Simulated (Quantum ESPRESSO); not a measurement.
# Magnetic state of MnCuAs from several starts

Wanted: the moments of MnCuAs and the energy of each order that was tried.

Program: Quantum ESPRESSO 7.5. Level of theory: PBEsol; plane waves with GBRV 1.5 PBEsol potentials, no spin-orbit coupling. Results are calculated unless marked as measured.

## (1) The structure

Symmetry: P4/nmm, No. 129, tetragonal system. The conventional cell has a = 3.699 Å, b = 3.699 Å, c = 6.408 Å, α = 90.00°, β = 90.00°, γ = 90.00°. Nearest to Mn lie 5 As at 2.49 to 2.64 Å and 4 Cu at 2.84 Å. Nearest to Cu lie 4 As at 2.56 Å and 4 Cu at 2.62 Å and 4 Mn at 2.84 Å. Nearest to As lie 5 Mn at 2.49 to 2.64 Å and 4 Cu at 2.56 Å. Farther neighbours are not listed.

The cell comes from Materials Project 2023-11-01, a database of computed structures, and need not be the stable phase.

## (2) Run 1 (ferro ++)

The signs are those of the starting moments on the seeded atoms, the atoms that are given a moment.

Contents of pw.in:

```
&CONTROL
  calculation = 'scf'
  prefix = 'pwscf'
  outdir = './tmp'
  pseudo_dir = './pseudo'
  disk_io = 'nowf'
/
&SYSTEM
  ibrav = 0
  celldm(1) = 8
  nat = 6
  ntyp = 3
  ecutwfc = 40
  ecutrho = 280
  nbnd = 54
  occupations = 'smearing'
  smearing = 'fd'
  degauss = 0.00734986
  nspin = 2
  starting_magnetization(1) = 0.2333
  starting_magnetization(2) = 0
  starting_magnetization(3) = 0
/
&ELECTRONS
  conv_thr = 1.2d-08
  electron_maxstep = 150
  mixing_beta = 0.3
/
ATOMIC_SPECIES
Mn     54.9380 mn_pbesol_v1.5.uspp.F.UPF
Cu     63.5460 cu_pbesol_v1.2.uspp.F.UPF
As     74.9216 as_pbesol_v1.uspp.F.UPF
CELL_PARAMETERS alat
   0.8738780988147    0.0000000000000    0.0000000000000
   0.0000000000000    0.8738780988147    0.0000000000000
   0.0000000000000    0.0000000000000    1.5137703088783
ATOMIC_POSITIONS crystal
Mn      0.0000000000    0.5000000000    0.1640200000
Mn      0.5000000000    0.0000000000    0.8359800000
Cu      0.0000000000    0.0000000000    0.5000000000
Cu      0.5000000000    0.5000000000    0.5000000000
As      0.0000000000    0.5000000000    0.7762460000
As      0.5000000000    0.0000000000    0.2237540000
K_POINTS automatic
10 10 6 0 0 0
```

The run is started by

```bash
$ OMP_NUM_THREADS=1 mpirun -n 4 pw.x -nk 4 -in pw.in > pw.out
```

What it wrote:

```text
Program PWSCF v.7.5 starts

     Message from routine setup:
     using ibrav=0 with symmetry is DISCOURAGED, use correct ibrav instead

     K-points division:     npool     =       4
     Subspace diagonalization in iterative solution of the eigenvalue problem:

     G-vector sticks info
     --------------------
     sticks:   dense  smooth     PW     G-vecs:    dense   smooth      PW
     Sum        1093     621    185                47069    20229    3395

     Using Slab Decomposition

     bravais-lattice index     =            0
     lattice parameter (alat)  =       8.0000  a.u.
     unit-cell volume          =     591.8773 (a.u.)^3
     number of atoms/cell      =            6
     number of atomic types    =            3
     number of electrons       =        78.00
     number of Kohn-Sham states=           54
     kinetic-energy cutoff     =      40.0000  Ry
     charge density cutoff     =     280.0000  Ry
     scf convergence threshold =      1.2E-08
     mixing beta               =       0.3000
     number of iterations used =            8  plain     mixing
     Exchange-correlation= SLA  PW   PSX  PSC
                           (   1   4  10   8   0   0   0)

     celldm(1)=   8.000000  celldm(2)=   0.000000  celldm(3)=   0.000000
     celldm(4)=   0.000000  celldm(5)=   0.000000  celldm(6)=   0.000000

     crystal axes: (cart. coord. in units of alat)
               a(1) = (   0.873878   0.000000   0.000000 )
               a(2) = (   0.000000   0.873878   0.000000 )
               a(3) = (   0.000000   0.000000   1.513770 )

     reciprocal axes: (cart. coord. in units 2 pi/alat)
               b(1) = (  1.144324  0.000000  0.000000 )
               b(2) = (  0.000000  1.144324  0.000000 )
               b(3) = (  0.000000  0.000000  0.660602 )

     PseudoPot. # 1 for Mn read from file:
     mn_pbesol_v1.5.uspp.F.UPF
     Pseudo is Ultrasoft + core correction, Zval = 15.0
     Generated by new atomic code, or converted to UPF format
     Using radial grid of  859 points,  6 beta functions with:
                l(1) =   0
                l(2) =   0
                l(3) =   1
                l(4) =   1
                l(5) =   2
                l(6) =   2
     Q(r) pseudized with  8 coefficients,  rinner =    0.950   0.950   0.950
                                                       0.950   0.950

     PseudoPot. # 2 for Cu read from file:
     cu_pbesol_v1.2.uspp.F.UPF
     Pseudo is Ultrasoft + core correction, Zval = 19.0
     Generated by new atomic code, or converted to UPF format
     Using radial grid of  867 points,  6 beta functions with:
                l(1) =   0
                l(2) =   0
                l(3) =   1
                l(4) =   1
                l(5) =   2
                l(6) =   2
     Q(r) pseudized with  8 coefficients,  rinner =    1.150   1.150   1.150
                                                       1.150   1.150

     PseudoPot. # 3 for As read from file:
     as_pbesol_v1.uspp.F.UPF
     Pseudo is Ultrasoft + core correction, Zval =  5.0
     Generated by new atomic code, or converted to UPF format
     Using radial grid of  875 points,  6 beta functions with:
                l(1) =   0
                l(2) =   0
                l(3) =   1
                l(4) =   1
                l(5) =   2
                l(6) =   2
     Q(r) pseudized with  8 coefficients,  rinner =    1.300   1.300   1.300
                                                       1.300   1.300

     atomic species   valence    mass     pseudopotential
     Mn               15.00    54.93800     Mn( 1.00)
     Cu               19.00    63.54600     Cu( 1.00)
     As                5.00    74.92160     As( 1.00)

     Starting magnetic structure
     atomic species   magnetization
     Mn              0.233
     Cu              0.000
     As              0.000

     16 Sym. Ops., with inversion, found ( 8 have fractional translation)

   Cartesian axes

     site n.     atom                  positions (alat units)
         1        Mn     tau(   1) = (   0.0000000   0.4369390   0.2482886  )
         2        Mn     tau(   2) = (   0.4369390   0.0000000   1.2654817  )
         3        Cu     tau(   3) = (   0.0000000   0.0000000   0.7568852  )
         4        Cu     tau(   4) = (   0.4369390   0.4369390   0.7568852  )
         5        As     tau(   5) = (   0.0000000   0.4369390   1.1750581  )
         6        As     tau(   6) = (   0.4369390   0.0000000   0.3387122  )

     number of k points=    84  Fermi-Dirac smearing, width (Ry)=  0.0073
                       cart. coord. in units 2pi/alat
        k(    1) = (   0.0000000   0.0000000   0.0000000), wk =   0.0016667
        k(    2) = (   0.0000000   0.0000000   0.1101004), wk =   0.0033333
        k(    3) = (   0.0000000   0.0000000   0.2202007), wk =   0.0033333
        k(    4) = (   0.0000000   0.0000000  -0.3303011), wk =   0.0016667
        k(    5) = (   0.0000000   0.1144324   0.0000000), wk =   0.0066667
        [... 79 further k-points ...]

     Dense  grid:    47069 G-vectors     FFT dimensions: (  40,  40,  72)

     Smooth grid:    20229 G-vectors     FFT dimensions: (  30,  30,  50)

     Check: negative core charge=   -0.000023
     Generating pointlists ...
     new r_m :   0.2421 (alat units)  1.9371 (a.u.) for type    1
     new r_m :   0.2495 (alat units)  1.9958 (a.u.) for type    2
     new r_m :   0.2421 (alat units)  1.9371 (a.u.) for type    3

     Initial potential from superposition of free atoms

     starting charge      74.9994, renormalised to      78.0000
     Starting wfcs are   60 randomized atomic wfcs

     Self-consistent Calculation

     iteration #  1     ecut=    40.00 Ry     beta= 0.30
     Davidson diagonalization with overlap
     ethr =  1.00E-02,  avg # of iterations =  3.0

     total energy              =   -1303.78188445 Ry
     estimated scf accuracy    <      15.74050154 Ry

     total magnetization       =     3.46 Bohr mag/cell
     absolute magnetization    =     3.72 Bohr mag/cell

     iteration #  2     ecut=    40.00 Ry     beta= 0.30
     Davidson diagonalization with overlap
     ethr =  1.00E-02,  avg # of iterations =  2.9

     total energy              =   -1301.76687343 Ry
     estimated scf accuracy    <     105.24382575 Ry

     total magnetization       =     0.59 Bohr mag/cell
     absolute magnetization    =     0.66 Bohr mag/cell

     iteration #  3     ecut=    40.00 Ry     beta= 0.30
     Davidson diagonalization with overlap
     ethr =  1.00E-02,  avg # of iterations =  2.0

     total energy              =   -1308.97768028 Ry
     estimated scf accuracy    <       3.05935371 Ry

     total magnetization       =     5.71 Bohr mag/cell
     absolute magnetization    =     6.20 Bohr mag/cell

     [... further iterations left out ...]

     iteration # 13     ecut=    40.00 Ry     beta= 0.30
     Davidson diagonalization with overlap
     ethr =  2.09E-07,  avg # of iterations =  1.2

     total energy              =   -1309.13532855 Ry
     estimated scf accuracy    <       0.00000248 Ry

     total magnetization       =     7.18 Bohr mag/cell
     absolute magnetization    =     7.59 Bohr mag/cell

     iteration # 14     ecut=    40.00 Ry     beta= 0.30
     Davidson diagonalization with overlap
     ethr =  3.18E-09,  avg # of iterations =  5.4

     total energy              =   -1309.13533194 Ry
     estimated scf accuracy    <       0.00000063 Ry

     total magnetization       =     7.19 Bohr mag/cell
     absolute magnetization    =     7.59 Bohr mag/cell

     iteration # 15     ecut=    40.00 Ry     beta= 0.30
     Davidson diagonalization with overlap
     ethr =  8.02E-10,  avg # of iterations =  2.6

     total energy              =   -1309.13533211 Ry
     estimated scf accuracy    <       0.00000008 Ry

     total magnetization       =     7.19 Bohr mag/cell
     absolute magnetization    =     7.59 Bohr mag/cell

     iteration # 16     ecut=    40.00 Ry     beta= 0.30
     Davidson diagonalization with overlap
     ethr =  1.09E-10,  avg # of iterations =  5.0

     Magnetic moment per site  (integrated on atomic sphere of radius R)
     atom   1 (R=0.242)  charge= 13.1560  magn=  3.3781
     atom   2 (R=0.242)  charge= 13.1560  magn=  3.3781
     atom   3 (R=0.249)  charge= 17.8120  magn=  0.0371
     atom   4 (R=0.249)  charge= 17.8120  magn=  0.0371
     atom   5 (R=0.242)  charge=  2.8019  magn= -0.0257
     atom   6 (R=0.242)  charge=  2.8019  magn= -0.0257

     End of self-consistent calculation

     Number of k-points >= 100: set verbosity='high' to print the bands.

     the Fermi energy is    13.4674 ev

!    total energy              =   -1309.13533216 Ry
     estimated scf accuracy    <       0.00000001 Ry
     smearing contrib. (-TS)   =      -0.00887963 Ry
     internal energy E=F+TS    =   -1309.12645253 Ry

     The total energy is F=E-TS. E is the sum of the following terms:
     one-electron contribution =    -975.11549021 Ry
     hartree contribution      =     524.81132255 Ry
     xc contribution           =    -192.38119855 Ry
     ewald contribution        =    -666.44108633 Ry

     total magnetization       =     7.19 Bohr mag/cell
     absolute magnetization    =     7.59 Bohr mag/cell

     convergence has been achieved in  16 iterations

=------------------------------------------------------------------------------=
   JOB DONE.
=------------------------------------------------------------------------------=
```

Elapsed: 5.1 min, on 4 MPI ranks of Intel Xeon at 2.50GHz (Skylake/Cascade Lake), shared host; peak memory 0.83 GiB.

Spin moment in the atom's sphere by atom:

| atom | spin moment in the atom's sphere (μB) |
| --- | --- |
| Mn1 | 3.38 |
| Mn2 | 3.38 |
| Cu3 | 0.04 |
| Cu4 | 0.04 |
| As5 | -0.03 |
| As6 | -0.03 |

Numbers from this step:

| Quantity | Value |
| --- | --- |
| smearing term TS | 0.1208 eV |
| magnetization | 7.186 μB |
| absolute magnetization | 7.588 μB |
| final state | ferromagnetic |

[end of part 1 of 2]

[Logs and program files are shortened in this print: banners, set-up blocks, solver, clock and traceback lines can be left out without a mark of their own.]

[Logs are printed without paths, hosts, clocks, repeated set-up lines and the standing remarks that a program may print on its own settings, such as how far it seeks lower states.]

[Hosts, paths, dates, database ids (printed as entryN), source tags and the programs' standing remarks are cut or masked in the printed files.]

[Where a cell is said to come from a database of computed structures, the database is the Materials Project.]
